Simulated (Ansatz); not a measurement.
**Lu (P6_3/mmc): Migdal–Eliashberg transition temperature**

Wanted: λ, ω_log and Tc of Lu (P6_3/mmc). The cell shown first is a relaxed one, from steps not shown here.

Method: DFT PBE, scalar-relativistic, plane waves, PAW; PAW set soft_1, in Ansatz 0.2.0.

## 1. The cell after earlier relaxation steps

It takes space group P6_3/mmc (No. 194, hexagonal). Conventional cell: a = 3.505 Å, b = 3.505 Å, c = 5.463 Å, α = 90.00°, β = 90.00°, γ = 120.00°. Nearest to Lu lie 12 Lu at 3.40 to 3.50 Å.

## 2. Electron–phonon run: q 3×3×3, k 12×12×6, scattering 18×18×12

The run that gives the couplings also evaluates McMillan's and Allen and Dynes's formulas and, where asked, the Eliashberg equations, over a range of μ*.

input.yaml

```yaml
crystal:
  lattice:
    - [3.5047496369, 0.0, 0.0]
    - [-1.7523748184, 3.0352022194, 0.0]
    - [0.0, 0.0, 5.4631949805]
  atoms:
    - { symbol: Lu, position: [0.3333333333, 0.6666666667, 0.25] }
    - { symbol: Lu, position: [0.6666666667, 0.3333333333, 0.75] }
kpoints:
  mp_grid: { grid: [12, 12, 6] }
hamiltonian:
  xc: pbe
  pseudopotentials: { kind: paw, azcp: { folder: soft_1 } }
scf:
  occupations: { method: methfessel_paxton, width: 0.2 }
output:
  eigenvalues: true
phonons:
  method: dfpt
  qmesh: [3, 3, 3]
  temperatures: { t_max: 1000, t_step: 50 }
  qpath:
    path:
      - [[0.0, 0.0, 0.0], [0.5, 0.0, 0.0], [0.33333333, 0.33333333, 0.0], [0.0, 0.0, 0.0], [0.0, 0.0, 0.5], [0.5, 0.0, 0.5], [0.33333333, 0.33333333, 0.5], [0.0, 0.0, 0.5]]
      - [[0.5, 0.0, 0.5], [0.5, 0.0, 0.0]]
    npoints: 6
  electrical_resistivity:
    mesh: [18, 18, 12]
    temperatures: [20.0, 50.0, 80.0, 100.0, 150.0, 200.0, 273.0, 300.0, 400.0, 500.0, 600.0, 800.0]
  superconductivity: { mesh: [18, 18, 12] }
```

On the command line:

```bash
ansatz run input.yaml --threads 16 --pin off --max-ram 92160MiB --backend cuda --events-out ev --progress --plain --runs-dir out --max-vram 78GiB
```

Numbers of over 12 decimals in the logs are rounded to 6 here.

Output:

```text
band count auto-derived: 31 (N_el = 50.0; filled up to band 25; 30 by the electrons, moments and atoms)
Engine: ansatz 0.2.0, aarch64-unknown-linux-gnu
Pseudopotentials: kind: paw
Pseudopotential: Lu, paw, valence charge 25, recommended cutoff 420 eV (normal), soft_1/Lu.paw.azcp
Functional definition: PBE
  parameter kappa = 0.804
  parameter beta = 0.066725
  exchange = pbe_x(kappa = kappa, mu = beta*pi^2/3)
  correlation = pbe_c(beta = beta)
[...]
Crystal: 2 atoms, lattice volume = 58.115 Å³
Basis set: ecut = 420 eV, 1105 PW (Γ), exchange–correlation on 48×48×80 points (8 copies of the dense FFT grid, shifted against one another)
Bands: 31, of which v1, the nominal top of the filled ones, is band 25 counted from 1 (24 counted from 0)
Symmetry: 24 space group operations
k-points: 76 of 864
Non-local potential: Lu, projectors of the file, l = 0: 3, l = 1: 2, l = 2: 2, l = 3: 3
PAW form: soft (Blöchl's): semilocal exchange-correlation on the pseudo side does not see the compensation charge
PAW one-centre angular grid: Lu, 590 points (default); XC on 64 Gauss nodes
Initial density: superposition of atomic densities (chi_scale 0.1, normalization cell)
Initial wavefunctions: pseudopotential atomic-orbital guess
[...]
Functional: x = pbe(κ = 0.804, μ = 0.219515), c = pbe(β = 0.066725)
SCF iter   1: F=—  HF=-29466.254014 eV  |F-HF|=—  |Δ(HF+E_count)|=         —  Δρ=1.70e-2  dr2=2.34e-1  ethr=3.10e-3  ⟨swp⟩=5.1  Hψ=11400  notcnv=0
preconditioner: auto → Kerker (q_TF=auto, 2.661 Å⁻¹)  [metal: Δε(μ)=0.015 eV  Ē_g=12.310 eV  σ=0.200 eV  W_gap=0.06  n_scr=22 (ndim 8)  ℏωp=33.0 eV  f_vac=0.000  D(μ)=3.48/eV (n_scr^D=34)]
SCF iter   2: F=—  HF=-29466.227925 eV  |F-HF|=—  |Δ(HF+E_count)|=   2.61e-2  S|Δr|=    0.00e0  Δρ=1.15e-2  dr2=9.88e-2  ethr=4.69e-4  ⟨swp⟩=2.7  Hψ=5140  notcnv=0  defer=11
[...]
SCF iter  12: F=-29466.209333 eV  HF=-29466.209333 eV  |F-HF|=0.00e0  |Δ(HF+E_count)|=  3.64e-12  S|Δr|=    0.00e0  Δρ=3.41e-8  dr2=4.89e-13  ethr=1.00e-12  ⟨swp⟩=7.4  Hψ=14213  notcnv=0
SCF 1 converged in 12 iterations: F = -29466.209333 eV  dr2 = 4.89e-13
  greatest PAW one-centre occupation: 0.998 electrons in one spin orbital (limit 2), on the Lu atom at site 1 (counted from 0), in its partial waves of l = 0
[...]
NSCF: frozen V_eff on 76 k-points, pencils in batches of 32, up to order 124
[...]
NSCF: frozen V_eff on 76 k-points
[...]
DFPT response loops at q = (0, 0, 0) (fractional): preconditioner auto → Kerker (q_TF=auto, 2.661 Å⁻¹) (partly filled bands, converged f_vac=0.000); β = 1.00, the filter's whole step (`scf.mixing.beta` (0.50) is not read by the response loops under this deck's `scf.mixing.preconditioner`; to damp them name `kerker` or `kerker_dos`, under which they read `scf.mixing.beta`, and type it under 1.00, their step now; both keys bind the ground state too); Anderson in place of MSR1; while a model of the screening serves, it and β = 1 on shorter waves in the place of filter and β
[...]
NSCF: frozen V_eff on 76 k-points
[...]
DFPT response loops at q = (0, 0, 0.333333) (fractional): mixed as the last ones told, above
[...]
DFPT response loops at q = (0, 0.333333, 0) (fractional): mixed as the last ones told, above
[...]
DFPT response loops at q = (0, 0.333333, 0.333333) (fractional): mixed as the last ones told, above
[...]
DFPT response loops at q = (0.333333, 0.333333, 0) (fractional): mixed as the last ones told, above
[...]
DFPT response loops at q = (0.333333, 0.333333, 0.333333) (fractional): mixed as the last ones told, above
[...]
SCF iter   1: F=—  HF=-29466.254014 eV  |F-HF|=—  |Δ(HF+E_count)|=         —  Δρ=1.70e-2  dr2=2.34e-1  ethr=3.10e-3  ⟨swp⟩=5.1  Hψ=11400  notcnv=0
SCF iter   2: F=—  HF=-29466.227925 eV  |F-HF|=—  |Δ(HF+E_count)|=   2.61e-2  S|Δr|=    0.00e0  Δρ=1.15e-2  dr2=9.88e-2  ethr=4.69e-4  ⟨swp⟩=2.7  Hψ=5140  notcnv=0  defer=11
SCF iter   3: F=—  HF=-29466.238275 eV  |F-HF|=—  |Δ(HF+E_count)|=   1.03e-2  S|Δr|=    0.00e0  Δρ=7.50e-3  dr2=4.47e-2  ethr=1.98e-4  ⟨swp⟩=3.0  Hψ=4977  notcnv=0  defer=11
[...]
SCF 2 converged in 12 iterations: F = -29466.209333 eV  dr2 = 4.86e-13
[...]
SCF converged after 12 iterations
[...]
Hall coefficient in a weak field at 50 K (a third of the trace): -2.867e-11 m³/C (as a tensor it moves by 40.9 % between the two finest meshes); by each state's relaxation time: -3.746e-11 m³/C; by a constant relaxation time: -3.730e-11 m³/C
  mean free path at 80 K (of a tensor a third of its trace): 12.0 nm by what each carries, 10.8 by the Fermi surface alone
  Hall coefficient in a weak field at 80 K (a third of the trace): -2.067e-11 m³/C (as a tensor it moves by 42.6 % between the two finest meshes); by each state's relaxation time: -3.188e-11 m³/C; by a constant relaxation time: -3.801e-11 m³/C
  mean free path at 100 K (of a tensor a third of its trace): 8.96 nm by what each carries, 8.10 by the Fermi surface alone
  Hall coefficient in a weak field at 100 K (a third of the trace): -1.908e-11 m³/C (as a tensor it moves by 42.6 % between the two finest meshes); by each state's relaxation time: -3.075e-11 m³/C; by a constant relaxation time: -3.814e-11 m³/C
  mean free path at 150 K (of a tensor a third of its trace): 5.60 nm by what each carries, 5.08 by the Fermi surface alone
  Hall coefficient in a weak field at 150 K (a third of the trace): -1.784e-11 m³/C (as a tensor it moves by 41.9 % between the two finest meshes); by each state's relaxation time: -2.994e-11 m³/C; by a constant relaxation time: -3.808e-11 m³/C
  mean free path at 200 K (of a tensor a third of its trace): 4.11 nm by what each carries, 3.73 by the Fermi surface alone
  Hall coefficient in a weak field at 200 K (a third of the trace): -1.788e-11 m³/C (as a tensor it moves by 40.8 % between the two finest meshes); by each state's relaxation time: -3.017e-11 m³/C; by a constant relaxation time: -3.786e-11 m³/C
  mean free path at 273 K (of a tensor a third of its trace): 2.98 nm by what each carries, 2.69 by the Fermi surface alone
  Hall coefficient in a weak field at 273 K (a third of the trace): -1.872e-11 m³/C (as a tensor it moves by 38.8 % between the two finest meshes); by each state's relaxation time: -3.124e-11 m³/C; by a constant relaxation time: -3.729e-11 m³/C
  mean free path at 300 K (of a tensor a third of its trace): 2.70 nm by what each carries, 2.44 by the Fermi surface alone
  Hall coefficient in a weak field at 300 K (a third of the trace): -1.911e-11 m³/C (as a tensor it moves by 37.9 % between the two finest meshes); by each state's relaxation time: -3.175e-11 m³/C; by a constant relaxation time: -3.699e-11 m³/C
  mean free path at 400 K (of a tensor a third of its trace): 2.02 nm by what each carries, 1.81 by the Fermi surface alone
  Hall coefficient in a weak field at 400 K (a third of the trace): -2.044e-11 m³/C (as a tensor it moves by 33.7 % between the two finest meshes); by each state's relaxation time: -3.364e-11 m³/C; by a constant relaxation time: -3.554e-11 m³/C
  mean free path at 500 K (of a tensor a third of its trace): 1.61 nm by what each carries, 1.44 by the Fermi surface alone
  Hall coefficient in a weak field at 500 K (a third of the trace): -2.169e-11 m³/C (as a tensor it moves by 28.6 % between the two finest meshes); by each state's relaxation time: -3.552e-11 m³/C; by a constant relaxation time: -3.383e-11 m³/C
  mean free path at 600 K (of a tensor a third of its trace): 1.35 nm by what each carries, 1.19 by the Fermi surface alone
  Hall coefficient in a weak field at 600 K (a third of the trace): -2.324e-11 m³/C (as a tensor it moves by 22.9 % between the two finest meshes); by each state's relaxation time: -3.750e-11 m³/C; by a constant relaxation time: -3.232e-11 m³/C
  mean free path at 800 K (of a tensor a third of its trace): 1.02 nm by what each carries, 0.882 by the Fermi surface alone
  Hall coefficient in a weak field at 800 K (a third of the trace): -2.923e-11 m³/C (as a tensor it moves by 11.1 % between the two finest meshes); by each state's relaxation time: -4.292e-11 m³/C; by a constant relaxation time: -3.104e-11 m³/C
  the resistivity times a path that all electrons share, by the Fermi surface of the deck's mesh alone (a third of the trace): 1.172e-15 Ω·m²
  not converged in the mesh (λ; λ_tr; the resistivity at 20 K by 6.68 %; the resistivity at 50 K by 9.64 %; the resistivity at 80 K by 10.40 %; the resistivity at 100 K by 10.63 %; the resistivity at 150 K by 11.13 %; the resistivity at 200 K by 11.67 %; the resistivity at 273 K by 12.43 %; the resistivity at 300 K by 12.69 %; the resistivity at 400 K by 13.48 %; the resistivity at 500 K by 14.00 %; the resistivity a [...]
  vibrations of 27 cells: unjudged by the run; compare a larger repeat
  the changes of the potential over all sites missed a rigid shift's by 0.00 % (the site terms' by 0.00 %)
  at the force constants' own smearing the fine mesh and the k-points of their solves give squared frequencies that differ by 2.2 % of the larger at the most, at (0, 0.3333, 0)
--- Superconductivity: potentials and phonons of a 3×3×3 supercell ---
           mesh         λ    ħω_log (meV)  μ* declared at (meV)
       18×18×12    0.5311           8.707                9.413
          9×9×6    0.5084           8.740                9.424
  λ by the species' shares of the modes' patterns: Lu 0.5311
  with the Fermi level up to 15.1 meV (the hardest mode) off, states and modes as they are: density of states 1.6539 to 1.6940 /eV of one spin and cell, λ 0.5221 to 0.5409
  transition temperature on the deck's mesh (K), isotropic and anisotropic, restricted to the Fermi surface (FSR) and over the full bandwidth (FBW), and the last with the density of states resolved in a narrower window:
        μ*   McMillan   Allen–Dynes      iso. FSR      iso. FBW    aniso. FSR    aniso. FBW  narrow window
      0.08      1.983         2.032         1.930         1.931         2.065         2.065          2.065
      0.10      1.544         1.578         1.464         1.465         1.594         1.594          1.594
      0.12      1.160         1.184         1.072         1.072         1.193         1.193          1.193
      0.13      0.989         1.009         0.902         0.903         1.018         1.018          1.018
      0.14      0.834         0.849         0.751         0.751         0.861         0.861          0.861
      0.16      0.567         0.577         0.498         0.499         0.595         0.596          0.595
      0.20      0.208         0.211         0.177         0.177         0.243         0.243          0.243
  isotope coefficients −∂ln Tc/∂ln M under μ* = 0.13, the force constants as they are, of the isotropic transitions restricted to the Fermi surface and over the full bandwidth: Lu 0.350 and 0.350
  gaps at the Fermi level over the full bandwidth under μ* = 0.1, 0.398 K: 0.168 to 0.328 meV
  gaps at the Fermi level over the full bandwidth under μ* = 0.13, 0.255 K: 0.099 to 0.215 meV
  gaps at the Fermi level over the full bandwidth under μ* = 0.16, 0.149 K: 0.053 to 0.130 meV
  not converged in the mesh (λ, the transition temperature): between neighbouring meshes, the two finest first, λ moves by 4.29 % and the anisotropic transition temperature over the full bandwidth at μ* = 0.13 by 15.59 %; converged means that the two finest part by at most 2.00 % and 5.00 %
  vibrations of 27 cells: unjudged by the run; compare a larger repeat
  the changes of the potential over all sites missed a rigid shift's by 0.00 % (the site terms' by 0.00 %)
  at the force constants' own smearing the fine mesh and the k-points of their solves give squared frequencies that differ by 2.2 % of the larger at the most, at (0, 0.3333, 0)
```

Run time: 57 s. Hardware: 1 × NVIDIA GB200 with 16 threads of Arm Neoverse V2, shared host; peak memory 4.7 GiB; 9.5 min of CPU time.

Reading the cycles: dr2 is the Hartree energy of the density residual (eV), the measure of convergence; HF is the Harris–Foulkes estimate of the energy, which meets the free energy F at convergence.

This step gave:

* volume per atom: 29.06 Å³/atom
* metallic on mesh: yes
* gap on the k-mesh: 0 eV
* zero point energy: 0.02975 eV/cell
* share of imaginary modes in the plain interpolation between solved wavevectors: 0
* highest frequency, solved or plainly interpolated: 121 cm⁻¹
* Debye temperature (second moment): 154 K
* resistivity at 300 K: 47.68 μΩ cm, mean of the axes
* coupling constant λ: 0.5311
* density of states at the Fermi level: 1.671 states/eV a spin and cell
* log mean phonon energy ħω_log: 8.707 meV
* transport coupling constant λ_tr: 0.5989, 0.5989, 0.5894 (xx, yy, zz)
* Drude plasma energy: 3.449, 3.449, 5.106 eV (xx, yy, zz)
* resistivity times mean free path: 14.51, 14.51, 6.141 × 10⁻¹⁶ Ω m² (xx, yy, zz)
* second-moment phonon energy ħω₂: 9.413 meV
* coupling λ by branch: 0.141, 0.111, 0.0802, 0.0795, 0.0737, 0.0454 (branches by rank of frequency)

Transition temperatures:

```tsv
μ*	McMillan Tc (K)	Allen–Dynes Tc (K)	isotropic Fermi-surface Tc (K)	isotropic full bandwidth Tc (K)	anisotropic Fermi-surface Tc (K)	anisotropic full bandwidth Tc (K)	anisotropic narrow window Tc (K)
0.08	1.98	2.03	1.93	1.93	2.07	2.06	2.07
0.1	1.54	1.58	1.46	1.47	1.59	1.59	1.59
0.12	1.16	1.18	1.07	1.07	1.19	1.19	1.19
0.13	0.989	1.01	0.902	0.903	1.02	1.02	1.02
0.14	0.834	0.849	0.751	0.751	0.861	0.861	0.861
0.16	0.567	0.577	0.498	0.499	0.595	0.596	0.595
0.2	0.208	0.211	0.177	0.177	0.243	0.243	0.243
```

## 3. Coupling and resistivity: q 3×3×3, k 18×18×9, scattering 24×24×16

The next rung changes the k mesh of the density and its response; the scattering mesh, which samples the Fermi surface.

input.yaml, as its differences from that of step 2:

```diff
@@ -9,3 +9,3 @@
 kpoints:
-  mp_grid: { grid: [12, 12, 6] }
+  mp_grid: { grid: [18, 18, 9] }
 hamiltonian:
@@ -27,4 +27,4 @@
   electrical_resistivity:
-    mesh: [18, 18, 12]
+    mesh: [24, 24, 16]
     temperatures: [20.0, 50.0, 80.0, 100.0, 150.0, 200.0, 273.0, 300.0, 400.0, 500.0, 600.0, 800.0]
-  superconductivity: { mesh: [18, 18, 12] }
+  superconductivity: { mesh: [24, 24, 16] }
```

Output:

```text
[...]
Crystal: 2 atoms, lattice volume = 58.115 Å³
Basis set: ecut = 420 eV, 1105 PW (Γ), exchange–correlation on 48×48×80 points (8 copies of the dense FFT grid, shifted against one another)
Bands: 31, of which v1, the nominal top of the filled ones, is band 25 counted from 1 (24 counted from 0)
Symmetry: 24 space group operations
k-points: 185 of 2916
[...]
SCF iter   1: F=—  HF=-29466.256954 eV  |F-HF|=—  |Δ(HF+E_count)|=         —  Δρ=1.70e-2  dr2=2.34e-1  ethr=3.10e-3  ⟨swp⟩=5.1  Hψ=26829  notcnv=0
[...]
SCF iter   2: F=—  HF=-29466.225901 eV  |F-HF|=—  |Δ(HF+E_count)|=   3.11e-2  S|Δr|=    0.00e0  Δρ=1.14e-2  dr2=1.03e-1  ethr=4.68e-4  ⟨swp⟩=2.7  Hψ=11987  notcnv=0  defer=17
[...]
SCF iter  11: F=-29466.209639 eV  HF=-29466.209639 eV  |F-HF|=1.46e-11  |Δ(HF+E_count)|=  2.18e-11  S|Δr|=    0.00e0  Δρ=1.05e-7  dr2=6.49e-12  ethr=1.00e-12  ⟨swp⟩=12.7  Hψ=55221  notcnv=0
SCF 1 converged in 11 iterations: F = -29466.209639 eV  dr2 = 6.49e-12
[...]
NSCF: frozen V_eff on 185 k-points, pencils in batches of 32, up to order 124
[...]
NSCF: frozen V_eff on 185 k-points
[...]
SCF iter   1: F=—  HF=-29466.256954 eV  |F-HF|=—  |Δ(HF+E_count)|=         —  Δρ=1.70e-2  dr2=2.34e-1  ethr=3.10e-3  ⟨swp⟩=5.1  Hψ=26829  notcnv=0
[...]
SCF iter   3: F=—  HF=-29466.242848 eV  |F-HF|=—  |Δ(HF+E_count)|=   1.69e-2  S|Δr|=    0.00e0  Δρ=6.54e-3  dr2=3.17e-2  ethr=2.05e-4  ⟨swp⟩=3.0  Hψ=12646  notcnv=0  defer=17
[...]
SCF 2 converged in 11 iterations: F = -29466.209639 eV  dr2 = 6.50e-12
[...]
SCF converged after 11 iterations
[...]
not converged in the mesh (the resistivity at 20 K by 5.22 %; the resistivity at 50 K by 3.54 %; the resistivity at 80 K by 3.19 %; the resistivity at 100 K by 3.03 %; the resistivity at 150 K by 2.61 %; the resistivity at 200 K by 2.20 %; the resistivity at 400 K by 2.22 %; the resistivity at 500 K by 2.64 %; the resistivity at 600 K by 3.10 %; the resistivity at 800 K by 3.88 %): between neighbouring meshes, the  [...]
  vibrations of 27 cells: unjudged by the run; compare a larger repeat
[...]
--- Superconductivity: potentials and phonons of a 3×3×3 supercell ---
           mesh         λ    ħω_log (meV)  μ* declared at (meV)
       24×24×16    0.5293           8.710                9.417
        12×12×8    0.5264           8.746                9.440
          6×6×4    0.4908           8.859                9.533
  λ by the species' shares of the modes' patterns: Lu 0.5293
[...]
0.08      1.962         2.010         1.909         1.913         2.044         2.047          2.047
      0.10      1.525         1.559         1.446         1.449         1.575         1.577          1.577
      0.12      1.143         1.167         1.056         1.059         1.176         1.178          1.178
      0.13      0.974         0.993         0.888         0.890         1.003         1.004          1.004
      0.14      0.820         0.835         0.738         0.740         0.847         0.848          0.848
      0.16      0.556         0.566         0.488         0.490         0.584         0.585          0.585
      0.20      0.202         0.205         0.172         0.172         0.236         0.236          0.236
[...]
converged in the mesh: between neighbouring meshes, the two finest first, λ moves by 0.55 % and 6.76 % and the anisotropic transition temperature over the full bandwidth at μ* = 0.13 by 1.61 % and 24.95 %; converged means that the two finest part by at most 2.00 % and 5.00 %
  vibrations of 27 cells: unjudged by the run; compare a larger repeat
[...]
```

It took 98 s on 1 × NVIDIA GB200 with 16 threads; peak memory 6.3 GiB.

This step gave:

| Item | Value |
| --- | --- |
| highest frequency, solved or plainly interpolated | 121.8 cm⁻¹ |
| resistivity at 300 K | 47.22 μΩ cm, mean of the axes |
| coupling constant λ | 0.5293 |
| density of states at the Fermi level | 1.67 states/eV a spin and cell |
| log mean phonon energy ħω_log | 8.71 meV |
| transport coupling constant λ_tr | 0.596, 0.596, 0.5864 (xx, yy, zz) |
| Drude plasma energy | 3.453, 3.453, 5.103 eV (xx, yy, zz) |
| resistivity times mean free path | 14.47, 14.47, 6.148 × 10⁻¹⁶ Ω m² (xx, yy, zz) |
| second-moment phonon energy ħω₂ | 9.417 meV |
| coupling λ by branch | 0.14, 0.11, 0.0801, 0.0796, 0.0737, 0.0453 (branches by rank of frequency) |

Transition temperatures:

```tsv
μ*	McMillan Tc (K)	Allen–Dynes Tc (K)	isotropic Fermi-surface Tc (K)	isotropic full bandwidth Tc (K)	anisotropic Fermi-surface Tc (K)	anisotropic full bandwidth Tc (K)	anisotropic narrow window Tc (K)
0.08	1.96	2.01	1.91	1.91	2.04	2.05	2.05
0.1	1.53	1.56	1.45	1.45	1.57	1.58	1.58
0.12	1.14	1.17	1.06	1.06	1.18	1.18	1.18
0.13	0.974	0.993	0.888	0.89	1	1	1
0.14	0.82	0.835	0.738	0.74	0.847	0.848	0.848
0.16	0.556	0.566	0.488	0.49	0.584	0.585	0.585
0.2	0.202	0.205	0.172	0.172	0.236	0.236	0.236
```

For the coupling constant λ, step 2 gave 0.531; this run, with k-mesh 18×18×9 and scattering mesh 24×24×16, gives 0.529.

[end of part 1 of 2]

[Logs are printed without paths, hosts, clocks, repeated set-up lines and the standing remarks that a program may print on its own settings, such as how far it seeks lower states.]

[Hosts, paths, dates, database ids (printed as entryN), source tags and the programs' standing remarks are cut or masked in the printed files.]
